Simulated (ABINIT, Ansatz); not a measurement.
# Quasiparticle gap of SnF4 (I4/mmm) in ABINIT, part 3 of 3

Aim: the G0W0 gap of SnF4 (I4/mmm) on PBEsol, step by step.

ABINIT 10.8.3; PBEsol and many-body steps on it, plane waves. Known limits of the many-body steps: not at the basis limit; no spin-orbit coupling.

So far. Step 4 (Empty states on the mesh, 4×4×4 mesh, 227 bands): On this mesh the gap is 3.412 eV. Step 5 (Screening, 4×4×4 mesh, 104 bands, screening to 141.5 eV): Local fields lower ε∞ by 4 %.

**6. Self-energy, 4×4×4 mesh, 104 bands, screening to 141.5 eV**

The self-energy is evaluated for the states that the input lists, and the levels follow from it, in one-shot runs by the linearised quasiparticle equation.

This step: G0W0 on PBEsol, plane waves, norm-conserving pseudopotentials.

run.abi reads:

```
acell 3*1.0 Angstrom
rprim 
  -2.025000000000 2.025000000000 3.965000000000
  2.025000000000 -2.025000000000 3.965000000000
  2.025000000000 2.025000000000 -3.965000000000
ntypat 2
znucl 50 9
natom 5
typat 1 2 2 2 2
xred 
  0.000000000000 0.000000000000 0.000000000000
  0.237000000000 0.237000000000 0.000000000000
  0.763000000000 0.763000000000 0.000000000000
  0.500000000000 0.000000000000 0.500000000000
  0.000000000000 0.500000000000 0.500000000000
pp_dirpath "pseudos"
pseudos "Sn.upf, F.upf"
ecut 38
ngkpt 4 4 4
nshiftk 1
shiftk 0 0 0
kptopt 1
chksymbreak 0
istwfk *1
occopt 1
irdwfk 1
optdriver 4
nband 104
gwcalctyp 0
ecutsigx 38
symsigma 1
nkptgw 2
kptgw 
  0.5000000000 0.5000000000 0.0000000000
  0.0000000000 0.0000000000 0.0000000000
bdgw 
  24 27
  24 27
ecuteps 5.2
irdscr 1
ppmodel 1
indata_prefix "in"
outdata_prefix "out"
tmpdata_prefix "tmp"
```

Command:

```bash
OMP_NUM_THREADS=1 mpirun -n 4 abinit run.abi > log
```

Numbers of over 12 decimals in the logs are rounded to 6 here.

Output:

```text
.Version 10.8.3 of ABINIT. v10.8.2 released Aug 2026.

 Symmetries : space group I4/m m m (#139); Bravais tI (body-center tetrag.)
[... echo of the input left out ...]
== DATASET  1 ==================================================================
-   mpi_nproc: 4, omp_nthreads: 1 (-1 if OMP is not activated)

--- !DatasetInfo
iteration_state: {dtset: 1, }
dimensions: {natom: 5, nkpt: 13, mband: 104, nsppol: 1, nspinor: 1, nspden: 1, mpw: 4928, }
cutoff_energies: {ecut:  38.0, pawecutdg:  -1.0, }
electrons: {nelect:   5.00000000E+01, charge:   0.00000000E+00, occopt:   1.00000000E+00, tsmear:   1.00000000E-02, }

 SIGMA: Calculation of the GW corrections

 Based on a program developped by R.W. Godby, V. Olevano, G. Onida, and L. Reining.
 Incorporated in ABINIT by V. Olevano, G.-M. Rignanese, and M. Torrent.
.Using double precision arithmetic ; gwpc =  8

[... cell and pseudopotentials left out ...]
--------------------------------------------------------------------------------

 ==== K-mesh for the wavefunctions ====
 Number of points in the irreducible wedge :    13
[... list of points left out ...]
 Together with 16 symmetry operations and time-reversal symmetry
 yields    64 points in the full Brillouin Zone.

 ==== Q-mesh for screening function ====
 Number of points in the irreducible wedge :    13
[... list of points left out ...]
 Together with 16 symmetry operations and time-reversal symmetry
 yields    64 points in the full Brillouin Zone.

 vcoul_init : cutoff-mode = AUXILIARY_FUNCTION
 q-points for optical limit:   1
     1)      0.000010    0.000020    0.000030
 setmesh: FFT mesh size selected  =    72x   72x   72
          total number of points  =       373248

 Number of electrons calculated from density =   50.0000; Expected =   50.0000
 average of density, n =  0.113925
 r_s =    1.2797
 omega_plasma =   32.5586 [eV]

 === KS Band Gaps ===
  >>>> For spin  1
   Minimum direct gap =   3.6497 [eV], located at k-point      :   0.0000  0.0000  0.0000
   Fundamental gap    =   3.4121 [eV], Top of valence bands at :   0.5000  0.5000  0.0000
                                       Bottom of conduction at :   0.0000  0.0000  0.0000
 SIGMA fundamental parameters:
 PLASMON POLE MODEL  1
 number of plane-waves for SigmaX                 4917
 number of plane-waves for SigmaC and W            251
 number of plane-waves for wavefunctions          4917
 number of bands                                   104
 number of independent spin polarizations            1
 number of spinorial components                      1
 number of k-points in IBZ                          13
 number of q-points in IBZ                          13
 number of symmetry operations                      16
 number of k-points in BZ                           64
 number of q-points in BZ                           64
 number of frequencies for dSigma/dE                 9
 frequency step for dSigma/dE [eV]                0.25
 number of omega for Sigma on real axis              0
 max omega for Sigma on real axis  [eV]           0.00
 zcut for avoiding poles [eV]                     0.10

 EPSILON^-1 parameters (SCR file):
 dimension of the eps^-1 matrix on file            251
 dimension of the eps^-1 matrix used               251
 number of plane-waves for wavefunctions          4917
 number of bands                                   104
 number of q-points in IBZ                          13
 number of frequencies                               2
 number of real frequencies                          1
 number of imag frequencies                          1

 matrix elements of self-energy operator (all in [eV])

 Perturbative Calculation

--- !SelfEnergy_ee
iteration_state: {dtset: 1, }
kpoint     : [   0.500,    0.500,    0.000, ]
spin       : 1
KS_gap     :    7.825
QP_gap     :   12.590
Delta_QP_KS:    4.765
data: !SigmaeeData |
     Band     E0 <VxcDFT>   SigX SigC(E0)      Z dSigC/dE  Sig(E)    E-E0       E
       24   0.387 -22.378 -30.431   5.712   0.806  -0.240 -24.266  -1.887  -1.500
       25   0.673 -22.903 -31.001   5.797   0.807  -0.240 -24.758  -1.855  -1.182
       26   8.498 -20.574 -14.213  -2.913   0.844  -0.185 -17.664   2.909  11.407
       27   9.422 -13.406  -7.759  -3.384   0.878  -0.139 -11.421   1.986  11.408

--- !SelfEnergy_ee
iteration_state: {dtset: 1, }
kpoint     : [   0.000,    0.000,    0.000, ]
spin       : 1
KS_gap     :    3.650
QP_gap     :    7.379
Delta_QP_KS:    3.729
data: !SigmaeeData |
     Band     E0 <VxcDFT>   SigX SigC(E0)      Z dSigC/dE  Sig(E)    E-E0       E
       24   0.435 -22.583 -30.616   5.727   0.806  -0.240 -24.442  -1.859  -1.424
       25   0.435 -22.583 -30.616   5.727   0.806  -0.240 -24.442  -1.859  -1.424
       26   4.085 -17.488 -13.247  -2.074   0.863  -0.159 -15.618   1.870   5.955
       27  12.318 -10.593  -5.530  -3.215   0.883  -0.133  -8.962   1.631  13.949

== END DATASET(S) ==============================================================
================================================================================

 -outvars: echo values of variables after computation  --------
           etotal      0.0000000000E+00
            nband         104
             nkpt          13
          spgroup         139
 [... the other variables as echoed above ...]

 Calculation completed.
```

The job ended after 21 s (4 MPI ranks of Intel Xeon Platinum 8488C (Sapphire Rapids), shared host; peak memory 3.2 GiB; 81 s of CPU time).

This step gave:

| Quantity | Value |
| --- | --- |
| G0W0 gap on the points computed | 7.137 eV |
| starting gap on the mesh | 3.412 eV |
| k of the valence top | 0.5, 0.5, 0 |
| k of the conduction bottom | 0, 0, 0 |
| Z at the valence top | 0.807 |
| Z at the conduction bottom | 0.863 |
| least direct G0W0 gap on the computed points | 7.379 eV |

The gap on the mesh goes from 3.41 eV to 7.14 eV, a correction of +3.72 eV.

Limits: finite bands, cutoff and mesh; no spin-orbit coupling. v1 is the top filled band, c1 the lowest empty one. The levels before and after the correction (eV, zero at the valence-band top of each column):

|  | conduction bottom | valence top |
| --- | --- | --- |
| Kohn-Sham | 3.41 | 0.00 |
| G0W0 | 7.14 | 0.00 |

|  | level | energy (eV) |
| --- | --- | --- |
| Kohn-Sham | (0.5 0.5 0) v2 | -0.286 |
| Kohn-Sham | (0.5 0.5 0) v1 | 0.000 |
| Kohn-Sham | (0.5 0.5 0) c1 | 7.825 |
| Kohn-Sham | (0.5 0.5 0) c2 | 8.749 |
| Kohn-Sham | Γ v2-v1 | -0.238 |
| Kohn-Sham | Γ c1 | 3.412 |
| Kohn-Sham | Γ c2 | 11.645 |
| G0W0 | (0.5 0.5 0) v2 | -0.318 |
| G0W0 | (0.5 0.5 0) v1 | 0.000 |
| G0W0 | (0.5 0.5 0) c1 | 12.589 |
| G0W0 | (0.5 0.5 0) c2 | 12.590 |
| G0W0 | Γ v2-v1 | -0.242 |
| G0W0 | Γ c1 | 7.137 |
| G0W0 | Γ c2 | 15.131 |

**7. Where the time went**

Times are wall times on 4 MPI ranks of Intel Xeon Platinum 8488C (Sapphire Rapids), shared host, good to a factor of about two.

| step | time | share | memory (GiB) |
| --- | --- | --- | --- |
| ground state | 2.2 min | 17 % | 0.55 |
| bands along the symmetry lines | 64 s | 8 % | 0.51 |
| empty states on the mesh | 4.3 min | 33 % | 5.5 |
| screening | 5 min | 39 % | 3.9 |
| self-energy | 21 s | 3 % | 3.2 |

**8. Results**

```
PBEsol gap           : 3.41 eV, indirect
G0W0 gap on the mesh : 7.14 eV
GW settings          : 4×4×4 mesh, 104 bands, screening to 141.5 eV, Godby-Needs plasmon pole
known limits         : not at the basis limit; no spin-orbit coupling
```

What this shows: G0W0 moves the gap on the mesh from 3.41 eV to 7.14 eV (+3.72 eV), with Z of 0.81 and 0.86 at the edges. Local fields lower the RPA ε∞ on this mesh from 2.50 to 2.39. Only 2 of the mesh's irreducible points were corrected, so a valley elsewhere could overtake. Bands and cutoff are finite, so the gap is not at the basis limit. The miss can reach some tenths of an eV and take either sign; the mesh is an error of its own. In the G0W0 run levels were corrected at 2 k points alone, so a gap called «on the mesh» is the least over those, and an edge elsewhere would be missed. The many-body steps are scalar-relativistic: spin-orbit coupling is not in them.

[Paths, hosts, dates, memory and timing lines, banners, echoed tables and standing remarks are left out of the program output.]

[Logs are printed without paths, hosts, clocks, repeated set-up lines and the standing remarks that a program may print on its own settings, such as how far it seeks lower states.]

[Runs of the session that timed out or met a known fault of the program may be left out.]

[Hosts, paths, dates, database ids (printed as entryN), source tags and the programs' standing remarks are cut or masked in the printed files.]

[G0W0 gaps are taken among the corrected bands and points alone; a level outside them can change the order at an edge.]

[Where Ansatz stands beside ABINIT at settings called matched, ABINIT's density can come from a denser mesh and the files from another edition; pairs whose starting gaps differed by over 0.03 eV were left out, so agreement reads better than it is.]
